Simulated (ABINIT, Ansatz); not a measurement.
An input for ABINIT 10.8.3 (Y2CN2O2 (P-3m1)):

```
acell 3*1.0 Angstrom
rprim 
  3.698989096613 -0.000000000003 0.000000000000
  -1.849494548304 3.203418525990 0.000000000000
  0.000000000000 0.000000000000 8.168855210000
ntypat 4
znucl 39 6 7 8
natom 7
typat 1 1 2 3 3 4 4
xred 
  0.333333333333 0.666666666667 0.677519680000
  0.666666666667 0.333333333333 0.322480320000
  0.000000000000 0.000000000000 0.000000000000
  0.000000000000 0.000000000000 0.150149940000
  0.000000000000 0.000000000000 0.849850060000
  0.333333333333 0.666666666667 0.396659330000
  0.666666666667 0.333333333333 0.603340670000
pp_dirpath "pseudos"
pseudos "Y.upf, C.upf, N.upf, O.upf"
ecut 37
ngkpt 3 3 2
nshiftk 1
shiftk 0 0 0
kptopt 1
chksymbreak 0
iscf -2
irdden 1
istwfk *1
nband 96
nbdbuf 8
tolwfr 1e-09
nstep 60
prtvol 0
indata_prefix "in"
outdata_prefix "out"
tmpdata_prefix "tmp"
```

```sh
OMP_NUM_THREADS=1 mpirun -n 4 abinit run.abi > log
```

Estimate wall time and host memory on 4 MPI ranks of Intel Xeon Platinum 8488C (Sapphire Rapids), shared host.

It took 39 s; on shared hardware allow 20 s to 79 s. Peak host memory was 0.41 GiB.

[Paths, hosts, dates, memory and timing lines, banners, echoed tables and standing remarks are left out of the program output.]

[Logs are printed without paths, hosts, clocks, repeated set-up lines and the standing remarks that a program may print on its own settings, such as how far it seeks lower states.]

[Runs of the session that timed out or met a known fault of the program may be left out.]

[Hosts, paths, dates, database ids (printed as entryN), source tags and the programs' standing remarks are cut or masked in the printed files.]

[G0W0 gaps are taken among the corrected bands and points alone; a level outside them can change the order at an edge.]

[Where Ansatz stands beside ABINIT at settings called matched, ABINIT's density can come from a denser mesh and the files from another edition; pairs whose starting gaps differed by over 0.03 eV were left out, so agreement reads better than it is.]
